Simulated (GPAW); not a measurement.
## The basis that the transmission of a Sb chain with one P atom in line needs: GPAW, szp: basis = "szp(dzp)"

GPAW 26.7.0; GPAW LCAO, PAW setups; Landauer transmission from Green's functions with principal layers (ASE), zero bias.

The second zeta is dropped, the polarisation orbitals stay.

File run.py:

```python
import json
import numpy as np
from ase import Atoms
from ase.transport.calculators import TransportCalculator
from gpaw import GPAW, FermiDirac
from gpaw.lcao.tools import get_lcao_hamiltonian
from scipy.linalg import eigh

# The junction with lead layers at both ends, along the third cell vector
device = Atoms(
    ['Sb', 'Sb', 'Sb', 'Sb', 'P', 'Sb', 'Sb', 'Sb', 'Sb'],
    positions=[
        [4.50000, 4.50000, 1.37500],
        [4.50000, 4.50000, 4.12500],
        [4.50000, 4.50000, 6.87500],
        [4.50000, 4.50000, 9.62500],
        [4.50000, 4.50000, 12.00740],
        [4.50000, 4.50000, 14.38980],
        [4.50000, 4.50000, 17.13980],
        [4.50000, 4.50000, 19.88980],
        [4.50000, 4.50000, 22.63980]],
    cell=[[9.0, 0.0, 0.0], [0.0, 9.0, 0.0], [0.0, 0.0, 24.0148]],
    pbc=True)

# One principal layer of the lead: the first 2 atoms of the device
lead = Atoms(
    ['Sb', 'Sb'],
    positions=[
        [4.50000, 4.50000, 1.37500],
        [4.50000, 4.50000, 4.12500]],
    cell=[[9.0, 0.0, 0.0], [0.0, 9.0, 0.0], [0.0, 0.0, 5.5]],
    pbc=True)

settings = dict(mode='lcao', basis='szp(dzp)', xc='PBE', h=0.2,
                occupations=FermiDirac(0.1), maxiter=250,
                mixer=dict(beta=0.1, nmaxold=8, weight=100.0),
                convergence=dict(density=0.0001))
energies = np.arange(-3, 3 + 1e-9, 0.075)
eta = 0.0001
n1, n2 = 1, 1
# k and -k transmit alike, so half of the mesh across the current serves
mesh = [(i, j) for i in range(n1) for j in range(n2) if (i, j) <= (-i % n1, -j % n2)]
weights = np.array([1 if (i, j) == (-i % n1, -j % n2) else 2 for i, j in mesh]) / (n1 * n2)

# [... helper functions left out ...]
fermi_lead = ground_state(lead, (1, 1, 20), 'lead.txt')
fermi_device = ground_state(device, (1, 1, 3), 'device.txt')
# [... loop over the mesh left out, but for ...]
        # Shift the lead onto the potential of the device's first layer
        shift = ((H[:, 0, 0] - H0[:, 0, 0]) / S0[0, 0]).real.mean()
# [...]
kT = 8.617333e-5 * 300
bias = [0.1, 0.2, 0.5, 1.0, 1.5, 2.0]
# [... integrals and printing left out ...]
```

On the command line:

```
$ OMP_NUM_THREADS=1 OPENBLAS_NUM_THREADS=1 python run.py
```

Before running it: what should come out for the conductance; and current through one cell, from the zero-bias transmission against bias?

Each channel passes at most one electron wave, so a value between whole numbers means that at least one channel is partly reflected. Current over bias at the lowest bias computed gives the conductance there: 224 μS, or 2.89 G₀ with G₀ = 2e²/h = 77.5 μS.

This step gave:

```
conductance                                    : 2.890 G₀
largest coupling past the next principal layer : 7.83e-5 eV
largest misfit of the first principal layer    : 0.01605 eV
shift that aligns the lead                     : 9.13e-4 eV
basis functions of the junction                : 121
basis functions of a principal layer           : 28
transmission at the Fermi level (one spin)     : 2.890
```

One spin. The transmission, zone mean by energy, zero at the Fermi level:

energy (eV), transmission, zone mean and a bar from the least value:
```
  -3.0000       0.81 
  -2.7750       0.82 
  -2.4750       0.83 
  -2.2500       0.84 
  -2.0250       0.85 #
  -1.7250       0.85 #
  -1.5000       1.53 ##########
  -1.2750       2.31 ######################
  -0.9750       2.69 ###########################
  -0.7500       2.80 #############################
  -0.5250       2.85 #############################
  -0.2250       2.88 ##############################
   0.0000       2.89 ##############################
   0.0750       2.89 ##############################
   0.2250       2.89 ##############################
   0.5250       2.88 ##############################
   0.7500       2.86 ##############################
   0.9750       2.83 #############################
   1.2750       2.76 ############################
   1.5000       2.65 ###########################
   1.7250       2.41 #######################
   2.0250       0.93 ##
   2.2500       0.94 ##
   2.4750       0.94 ##
   2.7750       0.95 ##
   3.0000       0.95 ##
```

Not self-consistent under bias; the bias window is split evenly. Current through one cell, from the zero-bias transmission against bias:

| bias (V) | current through one cell, from the zero-bias transmission (μA) |
| --- | --- |
| 0.100 | 22.4 |
| 0.200 | 44.8 |
| 0.500 | 112 |
| 1.000 | 223 |
| 1.500 | 334 |
| 2.000 | 442 |

Transmission of the three most open eigenchannels against energy, zero at the Fermi level:

| energy (eV) | channel 1 | channel 2 | channel 3 |
| --- | --- | --- | --- |
| -3.00 | 0.805 | 0 | 0 |
| -2.77 | 0.817 | 0 | 0 |
| -2.55 | 0.827 | 0 | 0 |
| -2.40 | 0.833 | 0 | 0 |
| -2.17 | 0.840 | 0 | 0 |
| -1.95 | 0.848 | 4.6e-12 | 4.6e-12 |
| -1.73 | 0.854 | 1.0e-10 | 1.0e-10 |
| -1.57 | 0.858 | 0.0754 | 0.0754 |
| -1.35 | 0.864 | 0.628 | 0.628 |
| -1.12 | 0.870 | 0.841 | 0.841 |
| -0.90 | 0.933 | 0.933 | 0.875 |
| -0.75 | 0.962 | 0.962 | 0.878 |
| -0.53 | 0.985 | 0.985 | 0.883 |
| -0.30 | 0.995 | 0.995 | 0.887 |
| -0.07 | 0.999 | 0.999 | 0.891 |
| 0.00 | 0.999 | 0.999 | 0.892 |
| 0.07 | 0.999 | 0.999 | 0.894 |
| 0.30 | 0.995 | 0.995 | 0.898 |
| 0.53 | 0.988 | 0.988 | 0.902 |
| 0.75 | 0.978 | 0.978 | 0.906 |
| 0.90 | 0.968 | 0.968 | 0.909 |
| 1.12 | 0.945 | 0.945 | 0.913 |
| 1.35 | 0.917 | 0.908 | 0.908 |
| 1.57 | 0.922 | 0.837 | 0.837 |
| 1.73 | 0.925 | 0.744 | 0.744 |
| 1.95 | 0.929 | 0.264 | 0.264 |
| 2.17 | 0.935 | 3.6e-9 | 3.6e-9 |
| 2.40 | 0.940 | 1.3e-11 | 1.3e-11 |
| 2.55 | 0.943 | 1.4e-12 | 1.4e-12 |
| 2.77 | 0.948 | 0 | 0 |
| 3.00 | 0.953 | 0 | 0 |

[Logs are printed without paths, hosts, clocks, repeated set-up lines and the standing remarks that a program may print on its own settings, such as how far it seeks lower states.]

[Hosts, paths, dates, database ids (printed as entryN), source tags and the programs' standing remarks are cut or masked in the printed files.]
